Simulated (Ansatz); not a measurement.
## Y on Pt(111): change of the work function

Wanted: Δφ(θ) for Y/Pt(111), starting from the fcc site.

Method: plane-wave DFT, PBE, Ansatz PAW, in Ansatz 0.2.0.

**1. Set-up**

The cell holds 4 atoms: 4 Pt. Its edges and angles: a = 2.772 Å, b = 2.772 Å, c = 24.790 Å, α = 90.0°, β = 90.0°, γ = 60.0°. Vacuum lies along c.

**2. The clean slab**

The bare slab comes first, as the zero from which every change is counted. The two lowest layers are held at bulk places and the upper ones relax. The dipole correction removes the false field that a one-sided slab makes across the periodic vacuum, so each face gets a flat vacuum level of its own.

input.yaml reads:

```yaml
crystal:
  lattice:
    - [2.7718585823, 0.0, 0.0]
    - [1.3859292911, 2.4004999479, 0.0]
    - [0.0, 0.0, 24.7896391657]
  atoms:
    - { symbol: Pt, position: [0.0, 0.0, 0.3630549013] }
    - { symbol: Pt, position: [0.3333333333, 0.3333333333, 0.4543516338] }
    - { symbol: Pt, position: [0.6666666667, 0.6666666667, 0.5456483662] }
    - { symbol: Pt, position: [0.0, 0.0, 0.6369450987] }
kpoints:
  mp_grid: { grid: [12, 12, 1] }
hamiltonian:
  xc: pbe
scf:
  occupations: { method: fermi_dirac, width: 0.1 }
  convergence: { dr2_threshold: 1.0e-08 }
efield:
  axis: 3
  dipole_correction: true
  ramp_position: 0.97
  ramp_width: 0.06
relax:
  f_tol: 0.02
  max_steps: 60
  constraints: [{ sites: [0, 1] }]
output:
  write_potential: true
  write_density: true
  volumetric_format: npy
```

On the command line:

```console
> ansatz run input.yaml --threads 4 --pin off --max-ram 16384MiB --backend cpu --events-out ev --progress --plain --runs-dir out
```

What it wrote:

```text
Engine: ansatz 0.2.0, aarch64-unknown-linux-gnu
Pseudopotentials: kind: paw
Pseudopotential: Pt, paw, valence charge 18, recommended cutoff 420 eV (normal), Pt.paw.azcp
Functional definition: PBE
  parameter kappa = 0.804
  parameter beta = 0.066725
  exchange = pbe_x(kappa = kappa, mu = beta*pi^2/3)
  correlation = pbe_c(beta = beta)
Crystal: 4 atoms, lattice volume = 164.946 Å³
Basis set: ecut = 420 eV, 3263 PW (Γ), exchange–correlation on 40×40×360 points (8 copies of the dense FFT grid, shifted against one another)
Bands: 44, of which v1, the nominal top of the filled ones, is band 36 counted from 1 (35 counted from 0)
Symmetry: 6 space group operations
k-points: 19 of 144 (time reversal used)
Non-local potential: Pt, projectors of the file, l = 0: 3, l = 1: 2, l = 2: 2, l = 3: 1
PAW form: soft (Blöchl's): semilocal exchange-correlation on the pseudo side does not see the compensation charge
PAW one-centre angular grid: Pt, 590 points (default); XC on 64 Gauss nodes
Initial density: superposition of atomic densities (neutral atoms: chi_scale 0, normalization atom), corrected by the library's trained network
Initial wavefunctions: pseudopotential atomic-orbital guess
Functional: x = pbe(κ = 0.804, μ = 0.219515), c = pbe(β = 0.066725)
SCF iter   1: F=—  HF=-50090.991717 eV  |F-HF|=—  |Δ(HF+E_count)|=         —  Δρ=5.75e-3  dr2=3.09e-1  ethr=1.77e-3  p=-0.000 e·Å  D=-7.16e-15 V/Å  ΔV_dip=0.00 eV  dr2_dipole=3.81e-7  V_vac-E_F(+/−)=5.23/5.23 eV  ⟨swp⟩=8.8  Hψ=3876  notcnv=0  defer=3
efield: sawtooth ramp at fractional position 0.9700 (set: `efield.ramp_position`, or a place that a band, a saddle search or an elastic batch's reference lends), width 0.0600; the density the first Hamiltonian is built on has a dipole p = -0.000 e·Å; the dipole correction subtracts the counter field D = -7.16e-15 V/Å, which shifts the + side's vacuum level by +0.00 eV against the − side's; the planar-averaged density in the ramp window peaks in size at 7.4e-6 e/Å³
preconditioner: auto → LDOS  [metal: Δε(μ)=0.021 eV  Ē_g=7.789 eV  σ=0.100 eV  W_gap=0.05  n_scr=18 (ndim 8)  ℏωp=18.3 eV  f_vac=0.582  D(μ)=6.47/eV (n_scr^D=38)  β→1.0]
SCF iter   2: F=—  HF=-50090.990107 eV  |F-HF|=—  |Δ(HF+E_count)|=   1.61e-3  Δρ=3.29e-3  dr2=3.42e-2  ethr=4.29e-4  p=-0.000 e·Å  D=-9.35e-6 V/Å  ΔV_dip=0.00 eV  dr2_dipole=9.86e-8  V_vac-E_F(+/−)=5.71/5.71 eV  ⟨swp⟩=2.5  Hψ=1067  notcnv=0  defer=17
SCF iter   3: F=—  HF=-50090.987451 eV  |F-HF|=—  |Δ(HF+E_count)|=   2.66e-3  Δρ=1.41e-3  dr2=2.98e-2  ethr=4.75e-5  p=0.000 e·Å  D=7.74e-6 V/Å  ΔV_dip=-0.00 eV  dr2_dipole=2.74e-8  V_vac-E_F(+/−)=5.60/5.60 eV  ⟨swp⟩=2.6  Hψ=1528  notcnv=0  defer=17
SCF iter   4: F=—  HF=-50090.985231 eV  |F-HF|=—  |Δ(HF+E_count)|=   2.22e-3  Δρ=6.04e-4  dr2=1.66e-3  ethr=4.14e-5  p=-0.000 e·Å  D=-5.42e-7 V/Å  ΔV_dip=0.00 eV  dr2_dipole=8.19e-11  V_vac-E_F(+/−)=5.69/5.69 eV  ⟨swp⟩=2.1  Hψ=1183  notcnv=0  defer=17
SCF iter   5: F=—  HF=-50090.985131 eV  |F-HF|=—  |Δ(HF+E_count)|=   9.99e-5  Δρ=2.71e-4  dr2=8.45e-5  ethr=2.30e-6  p=-0.000 e·Å  D=-3.79e-7 V/Å  ΔV_dip=0.00 eV  dr2_dipole=9.28e-10  V_vac-E_F(+/−)=5.68/5.68 eV  ⟨swp⟩=2.7  Hψ=1289  notcnv=0  defer=17
SCF iter   6: F=—  HF=-50090.985171 eV  |F-HF|=—  |Δ(HF+E_count)|=   3.93e-5  Δρ=4.16e-5  dr2=6.87e-6  ethr=1.17e-7  p=-0.000 e·Å  D=-3.54e-7 V/Å  ΔV_dip=0.00 eV  dr2_dipole=4.43e-10  V_vac-E_F(+/−)=5.66/5.66 eV  ⟨swp⟩=2.3  Hψ=1282  notcnv=0  defer=17
SCF iter   7: F=—  HF=-50090.985173 eV  |F-HF|=—  |Δ(HF+E_count)|=   2.44e-6  Δρ=1.19e-5  dr2=1.39e-7  ethr=9.55e-9  p=-0.000 e·Å  D=-4.82e-8 V/Å  ΔV_dip=0.00 eV  dr2_dipole=7.88e-11  V_vac-E_F(+/−)=5.66/5.66 eV  ⟨swp⟩=2.1  Hψ=1241  notcnv=0  defer=15
SCF iter   8: F=-50090.985173 eV  HF=-50090.985173 eV  |F-HF|=5.50e-8  |Δ(HF+E_count)|=   2.84e-7  Δρ=3.95e-6  dr2=8.82e-9  ethr=1.39e-11  p=-0.000 e·Å  D=-4.02e-9 V/Å  ΔV_dip=0.00 eV  dr2_dipole=1.66e-11  V_vac-E_F(+/−)=5.66/5.66 eV  ⟨swp⟩=8.5  Hψ=6833  notcnv=0
SCF 1 converged in 8 iterations: F = -50090.985173 eV  dr2 = 8.82e-9
  greatest PAW one-centre occupation: 1.000 electrons in one spin orbital (limit 2), on the Pt atom at site 2 (counted from 0), in its partial waves of l = 0
relax step   1: F+E_penalty+E_count = -50090.98517332 eV  Δ(F+E_penalty+E_count) = +0.000e0 eV  max|allowed force component| = 4.882e-1 eV/Å  Δτ_max = 0.0000 Å  (8 SCF iters, accepted)
Initial density: handed on by an earlier stage of this run
Initial wavefunctions: those handed on with the density
iter 1 solved again at ethr=6.41e-4 eV; its pass at ethr=3.10e-3 eV (dr2=4.62e-1 eV) is discarded
SCF iter   1: F=—  HF=-50091.029102 eV  |F-HF|=—  |Δ(HF+E_count)|=         —  Δρ=1.16e-2  dr2=4.80e-1  ethr=6.41e-4  p=0.000 e·Å  D=2.66e-7 V/Å  ΔV_dip=-0.00 eV  dr2_dipole=1.45e-1  V_vac-E_F(+/−)=5.71/5.71 eV  ⟨swp⟩=1.3  Hψ=3370  notcnv=0  defer=8
efield: sawtooth ramp at fractional position 0.9700 (set: `efield.ramp_position`, or a place that a band, a saddle search or an elastic batch's reference lends), width 0.0600; the density the first Hamiltonian is built on has a dipole p = 0.000 e·Å; the dipole correction subtracts the counter field D = 2.66e-7 V/Å, which shifts the + side's vacuum level by -0.00 eV against the − side's; the planar-averaged density in the ramp window peaks in size at 3.0e-6 e/Å³
preconditioner: auto → LDOS  [metal: Δε(μ)=0.019 eV  Ē_g=7.721 eV  σ=0.100 eV  W_gap=0.05  n_scr=18 (ndim 8)  ℏωp=18.3 eV  f_vac=0.575  D(μ)=6.64/eV (n_scr^D=50)  β→1.0]
SCF iter   2: F=—  HF=-50091.023855 eV  |F-HF|=—  |Δ(HF+E_count)|=   5.25e-3  Δρ=5.67e-3  dr2=1.45e-1  ethr=6.41e-4  p=0.004 e·Å  D=4.87e-3 V/Å  ΔV_dip=-0.12 eV  dr2_dipole=2.41e-2  V_vac-E_F(+/−)=5.55/5.67 eV  ⟨swp⟩=2.2  Hψ=1413  notcnv=0  defer=8
SCF iter   3: F=—  HF=-50091.004025 eV  |F-HF|=—  |Δ(HF+E_count)|=   1.98e-2  Δρ=2.86e-3  dr2=4.20e-2  ethr=2.02e-4  p=-0.007 e·Å  D=-7.20e-3 V/Å  ΔV_dip=0.18 eV  dr2_dipole=8.42e-5  V_vac-E_F(+/−)=5.86/5.68 eV  ⟨swp⟩=2.5  Hψ=1442  notcnv=0  defer=8
SCF iter   4: F=—  HF=-50090.997106 eV  |F-HF|=—  |Δ(HF+E_count)|=   6.92e-3  Δρ=9.64e-4  dr2=2.01e-3  ethr=5.84e-5  p=-0.003 e·Å  D=-3.38e-3 V/Å  ΔV_dip=0.08 eV  dr2_dipole=4.64e-5  V_vac-E_F(+/−)=5.76/5.68 eV  ⟨swp⟩=2.2  Hψ=1278  notcnv=0  defer=9
SCF iter   5: F=—  HF=-50090.996569 eV  |F-HF|=—  |Δ(HF+E_count)|=   5.37e-4  Δρ=2.91e-4  dr2=3.62e-4  ethr=2.79e-6  p=-0.003 e·Å  D=-2.80e-3 V/Å  ΔV_dip=0.07 eV  dr2_dipole=2.93e-5  V_vac-E_F(+/−)=5.74/5.68 eV  ⟨swp⟩=2.4  Hψ=1502  notcnv=0  defer=14
[...]
SCF iter   5: F=—  HF=-50091.007549 eV  |F-HF|=—  |Δ(HF+E_count)|=   1.10e-4  Δρ=1.80e-4  dr2=2.14e-4  ethr=1.16e-6  p=-0.001 e·Å  D=-7.97e-4 V/Å  ΔV_dip=0.02 eV  dr2_dipole=3.83e-6  V_vac-E_F(+/−)=5.69/5.67 eV  ⟨swp⟩=3.1  Hψ=1402  notcnv=0  defer=18
SCF iter   6: F=—  HF=-50091.007549 eV  |F-HF|=—  |Δ(HF+E_count)|=   5.92e-7  Δρ=9.20e-5  dr2=5.87e-5  ethr=2.97e-7  p=-0.001 e·Å  D=-1.00e-3 V/Å  ΔV_dip=0.02 eV  dr2_dipole=6.29e-8  V_vac-E_F(+/−)=5.70/5.67 eV  ⟨swp⟩=1.1  Hψ=836  notcnv=0  defer=18
SCF iter   7: F=—  HF=-50091.007553 eV  |F-HF|=—  |Δ(HF+E_count)|=   3.98e-6  Δρ=3.49e-5  dr2=1.06e-5  ethr=8.15e-8  p=-0.001 e·Å  D=-1.10e-3 V/Å  ΔV_dip=0.03 eV  dr2_dipole=8.91e-8  V_vac-E_F(+/−)=5.70/5.67 eV  ⟨swp⟩=1.2  Hψ=849  notcnv=0  defer=18
SCF iter   8: F=—  HF=-50091.007553 eV  |F-HF|=—  |Δ(HF+E_count)|=  6.48e-10  Δρ=1.21e-5  dr2=9.30e-7  ethr=1.47e-8  p=-0.001 e·Å  D=-1.07e-3 V/Å  ΔV_dip=0.03 eV  dr2_dipole=4.14e-9  V_vac-E_F(+/−)=5.70/5.67 eV  ⟨swp⟩=1.3  Hψ=862  notcnv=0  defer=18
SCF iter   9: F=—  HF=-50091.007565 eV  |F-HF|=—  |Δ(HF+E_count)|=   1.21e-5  Δρ=4.45e-6  dr2=4.81e-8  ethr=1.29e-9  p=-0.001 e·Å  D=-1.05e-3 V/Å  ΔV_dip=0.03 eV  dr2_dipole=1.78e-11  V_vac-E_F(+/−)=5.70/5.67 eV  ⟨swp⟩=2.0  Hψ=1206  notcnv=0  defer=17
SCF iter  10: F=-50091.007565 eV  HF=-50091.007565 eV  |F-HF|=8.45e-9  |Δ(HF+E_count)|=   3.09e-8  Δρ=1.25e-6  dr2=6.43e-9  ethr=1.39e-11  p=-0.001 e·Å  D=-1.05e-3 V/Å  ΔV_dip=0.03 eV  dr2_dipole=6.79e-10  V_vac-E_F(+/−)=5.70/5.67 eV  ⟨swp⟩=10.8  Hψ=6134  notcnv=0
SCF 3 converged in 10 iterations: F = -50091.007565 eV  dr2 = 6.43e-9
relax step   3: F+E_penalty+E_count = -50091.00756550 eV  Δ(F+E_penalty+E_count) = -1.103e-2 eV  max|allowed force component| = 7.115e-2 eV/Å  Δτ_max = 0.0918 Å  (10 SCF iters, accepted)
SCF iter   1: F=—  HF=-50091.008207 eV  |F-HF|=—  |Δ(HF+E_count)|=         —  Δρ=8.74e-4  dr2=5.06e-3  ethr=8.17e-5  p=-0.001 e·Å  D=-1.05e-3 V/Å  ΔV_dip=0.03 eV  dr2_dipole=1.69e-3  V_vac-E_F(+/−)=5.70/5.68 eV  ⟨swp⟩=2.1  Hψ=1462  notcnv=0  defer=18
efield: sawtooth ramp at fractional position 0.9700 (set: `efield.ramp_position`, or a place that a band, a saddle search or an elastic batch's reference lends), width 0.0600; the density the first Hamiltonian is built on has a dipole p = -0.001 e·Å; the dipole correction subtracts the counter field D = -1.05e-3 V/Å, which shifts the + side's vacuum level by +0.03 eV against the − side's; the planar-averaged density in the ramp window peaks in size at 2.0e-6 e/Å³
preconditioner: auto → LDOS  [metal: Δε(μ)=0.023 eV  Ē_g=7.759 eV  σ=0.100 eV  W_gap=0.06  n_scr=18 (ndim 8)  ℏωp=18.3 eV  f_vac=0.578  D(μ)=6.69/eV (n_scr^D=50)  β→1.0]
SCF iter   2: F=—  HF=-50091.008118 eV  |F-HF|=—  |Δ(HF+E_count)|=   8.90e-5  Δρ=3.88e-4  dr2=1.13e-3  ethr=7.03e-6  p=-0.001 e·Å  D=-6.34e-4 V/Å  ΔV_dip=0.02 eV  dr2_dipole=3.13e-4  V_vac-E_F(+/−)=5.69/5.67 eV  ⟨swp⟩=2.1  Hψ=1263  notcnv=0  defer=18
SCF iter   3: F=—  HF=-50091.008031 eV  |F-HF|=—  |Δ(HF+E_count)|=   8.73e-5  Δρ=2.54e-4  dr2=3.19e-4  ethr=1.57e-6  p=-0.002 e·Å  D=-1.78e-3 V/Å  ΔV_dip=0.04 eV  dr2_dipole=1.14e-6  V_vac-E_F(+/−)=5.72/5.67 eV  ⟨swp⟩=2.1  Hψ=1334  notcnv=0  defer=18
SCF iter   4: F=—  HF=-50091.007980 eV  |F-HF|=—  |Δ(HF+E_count)|=   5.11e-5  Δρ=5.52e-5  dr2=1.73e-5  ethr=4.43e-7  p=-0.001 e·Å  D=-1.25e-3 V/Å  ΔV_dip=0.03 eV  dr2_dipole=8.32e-7  V_vac-E_F(+/−)=5.70/5.67 eV  ⟨swp⟩=2.6  Hψ=1384  notcnv=0  defer=18
SCF iter   5: F=—  HF=-50091.007963 eV  |F-HF|=—  |Δ(HF+E_count)|=   1.72e-5  Δρ=2.60e-5  dr2=4.55e-6  ethr=2.40e-8  p=-0.001 e·Å  D=-1.28e-3 V/Å  ΔV_dip=0.03 eV  dr2_dipole=1.21e-7  V_vac-E_F(+/−)=5.70/5.67 eV  ⟨swp⟩=2.7  Hψ=1356  notcnv=0  defer=18
SCF iter   6: F=—  HF=-50091.007983 eV  |F-HF|=—  |Δ(HF+E_count)|=   2.01e-5  Δρ=1.36e-5  dr2=1.33e-6  ethr=6.32e-9  p=-0.001 e·Å  D=-1.27e-3 V/Å  ΔV_dip=0.03 eV  dr2_dipole=2.87e-9  V_vac-E_F(+/−)=5.70/5.67 eV  ⟨swp⟩=1.2  Hψ=826  notcnv=0  defer=18
SCF iter   7: F=—  HF=-50091.007983 eV  |F-HF|=—  |Δ(HF+E_count)|=   1.03e-7  Δρ=5.23e-6  dr2=2.29e-7  ethr=1.84e-9  p=-0.001 e·Å  D=-1.26e-3 V/Å  ΔV_dip=0.03 eV  dr2_dipole=3.63e-9  V_vac-E_F(+/−)=5.70/5.67 eV  ⟨swp⟩=1.2  Hψ=830  notcnv=0  defer=18
SCF iter   8: F=—  HF=-50091.007983 eV  |F-HF|=—  |Δ(HF+E_count)|=   2.14e-8  Δρ=1.98e-6  dr2=1.76e-8  ethr=3.18e-10  p=-0.001 e·Å  D=-1.27e-3 V/Å  ΔV_dip=0.03 eV  dr2_dipole=2.54e-10  V_vac-E_F(+/−)=5.70/5.67 eV  ⟨swp⟩=1.3  Hψ=909  notcnv=0  defer=18
SCF iter   9: F=-50091.007983 eV  HF=-50091.007983 eV  |F-HF|=3.31e-9  |Δ(HF+E_count)|=   1.66e-8  Δρ=5.77e-7  dr2=7.83e-10  ethr=1.39e-11  p=-0.001 e·Å  D=-1.27e-3 V/Å  ΔV_dip=0.03 eV  dr2_dipole=2.51e-12  V_vac-E_F(+/−)=5.70/5.67 eV  ⟨swp⟩=9.9  Hψ=5733  notcnv=0
SCF 4 converged in 9 iterations: F = -50091.007983 eV  dr2 = 7.83e-10
relax step   4: F+E_penalty+E_count = -50091.00798290 eV  Δ(F+E_penalty+E_count) = -4.174e-4 eV  max|allowed force component| = 3.489e-4 eV/Å  Δτ_max = 0.0131 Å  (9 SCF iters, accepted)
NSCF: frozen V_eff on 19 k-points
the band table was solved once a step of the walk had ended and its energy, with any forces and stress, was formed, with the checks that follow a solve (4587 applications of the Hamiltonian). They found nothing against the state; the energy, forces and stress were not computed again (output.eigenvalues in the input reference)
SCF converged after 9 iterations
Free energy (F): -50091.007983 eV
Harris-Foulkes:  -50091.007983 eV  (|F-HF|=3.31e-9)
Internal energy: -50090.790083 eV  (E = F + TS)
E sigma→0 (E₀):  -50090.899033 eV
Entropy (-TS):   -0.217900 eV (-54.475 meV/atom)
Fermi energy:    4.900471 eV
Dipole field:    D = -0.001268 V/Å  (p = -0.001156 e·Å, saw-weighted, corrected)
Work function:   Φ+ = 5.7030 eV   Φ− = 5.6716 eV
Levels:          The Fermi level and band energies are counted from a zero that moves with the ramp; work functions are not
--- Per-component energies (eV) ---
  E_band       = -1818.910559
  E_kinetic    = 2546.761399
  E_local      = -123966.042102  (includes V_loc(G=0)·N_el)
  E_nonlocal   = 800.189997
  E_hartree    = 60581.100929
  E_xc         = -1044.614578
  E_vxc        = -1207.827317  (∫ρ·V_xc dr)
  E_paw        = -37816.082999  (= ΣΔE_a)
  E_vpaw       = -1154.195294  (= ΣTr[D̂ρ^β])
  E_aug_tail   = 0.000812  (compensation charges beyond the density's cutoff)
  E_efield     = 0.000001  (sawtooth field / dipole correction)
  E_vefield    = 0.003640  (∫n·V_field dr)
  E_ewald      = 48807.896459
  E_smearing   = -0.217900  (= −TS)
  E_closure    = -0.000000  (closes the sum)
  Σ components = -50091.007983   (vs F -50091.007983, Δ=0.00e0)
--- Forces (eV/Å), atoms counted from 1 ---
  atom   1  Pt    -0.00000000    -0.00000000    -0.48014122
  atom   2  Pt     0.00000000    -0.00000000     0.47992545
  atom   3  Pt    -0.00000000    -0.00000000     0.00034885
  atom   4  Pt    -0.00000000     0.00000000    -0.00014217
  max |Σ_I F_I| component: 9.09e-6 eV/Å
--- Band table (eV; the first three rows and the last of 19) ---
  k-point 0: bands = [... 32 lower, 3.3721, 3.7295, 3.7295, 4.4538, 4.4538, 4.4677, 4.8736, 4.8736, ... 4 higher]
  k-point 1: bands = [... 32 lower, 3.2564, 3.5694, 3.7370, 3.8498, 4.2372, 4.4477, 4.8839, 5.4119, ... 4 higher]
  k-point 2: bands = [... 32 lower, 3.0456, 3.1540, 3.4980, 3.7132, 4.4250, 4.6025, 4.9064, 6.3631, ... 4 higher]
  k-point 18: bands = [... 32 lower, 4.2535, 4.5924, 4.6084, 4.6216, 9.8513, 9.8824, 9.8903, 10.6257, ... 4 higher]
--- Relaxed structure (4 steps of the walk, 4 accepted, 0 SCFs on fresh bases) ---
  F+E_penalty+E_count = -50091.00798290 eV   max|allowed force component| = 3.489e-4 eV/Å
  atoms:
    - { symbol: Pt, position: [0.0, 0.0, 0.363055] }
    - { symbol: Pt, position: [0.333333, 0.333333, 0.454352] }
    - { symbol: Pt, position: [0.666667, 0.666667, 0.547405] }
    - { symbol: Pt, position: [1.786074e-18, -8.930372e-19, 0.641619] }
```

The job ended after 14 s (4 threads of Arm Neoverse V2, shared host; peak memory 0.48 GiB).

In the SCF lines HF is the Harris–Foulkes energy and dr2 the Hartree energy of the density residual, in eV; the loop may stop once dr2 is under the threshold and the program's other checks hold. Hψ counts applications of the Hamiltonian.

The steps of the relaxation:

```
step  energy less that of the first step (eV)  largest force component (eV/Å)
   1                                   0.0000                          0.4882
   2                                  -0.0114                          0.3306
   3                                  -0.0224                          0.0711
   4                                  -0.0228                          0.0003
```

Forces are held to the 6 operations that the program found; a distortion that breaks them can't arise in this run.

The atoms that moved most (Å):

```
atom     dx     dy     dz  length
 Pt4  0.000  0.000  0.116   0.116
 Pt3  0.000  0.000  0.044   0.044
```

The relaxed structure:

```xyz
4
Lattice="2.7719 0.0000 0.0000 1.3859 2.4005 0.0000 0.0000 0.0000 24.7896" Properties=species:S:1:pos:R:3
Pt    0.0000    0.0000    9.0000
Pt    1.3859    0.8002   11.2632
Pt    2.7719    1.6003   13.5700
Pt    0.0000    0.0000   15.9055
```

This step gave:

```yaml
energy_at_zero_smearing: -50090.8990 eV
work_function_upper_face: 5.703 eV
work_function_lower_face: 5.672 eV
dipole_along_the_normal: -0.001156 e·Å
step_between_the_vacuum_levels: 0.03143 eV
```

Running mean over 2.263 Å of the planar mean; the ramp of the sawtooth is left out. The electron's electrostatic potential energy less the Fermi level by z:

```
z (Å)  electron's electrostatic potential energy less the Fermi level (eV)
  3.5                                                                 5.67
  4.0                                                                 5.67
  4.5                                                                 5.67
  5.0                                                                 5.67
  5.5                                                                 5.66
  6.0                                                                 5.61
  6.5                                                                 5.42
  7.0                                                                 4.60
  7.5                                                                 1.20
  8.0                                                                -4.97
  8.5                                                                -9.97
  9.0                                                                -11.6
  9.5                                                                -11.9
 10.0                                                                -12.1
 10.5                                                                -12.1
 11.0                                                                -12.2
 11.5                                                                -12.1
 12.0                                                                -11.8
 12.5                                                                -11.7
 13.0                                                                -11.9
 13.5                                                                -12.1
 14.0                                                                -11.8
 14.5                                                                -11.2
 15.0                                                                -11.2
 15.5                                                                -11.5
 16.0                                                                -11.3
 16.5                                                                -9.22
 17.0                                                                -3.69
 17.5                                                                 2.21
 18.0                                                                 4.90
 18.5                                                                 5.51
 19.0                                                                 5.66
 19.5                                                                 5.69
 20.0                                                                 5.70
 20.5                                                                 5.70
 21.0                                                                 5.70
 21.5                                                                 5.70
```

The relaxation took 4 steps and lowered the energy by 0.023 eV; the largest force on the free atoms ends at 3.5e-4 eV/Å.

The work function of the upper face is 5.70 eV.

(Part 1 of 4 ends here.)

[Long decimals in the printed logs are rounded to 6 places.]

[Logs are printed without paths, hosts, clocks, repeated set-up lines and the standing remarks that a program may print on its own settings, such as how far it seeks lower states.]

[Hosts, paths, dates, database ids (printed as entryN), source tags and the programs' standing remarks are cut or masked in the printed files.]

[Maps of the electrostatic potential energy from Ansatz leave out the sawtooth potential of an applied field or a dipole correction, so their vacuum need not be flat; planar profiles and work functions include it.]
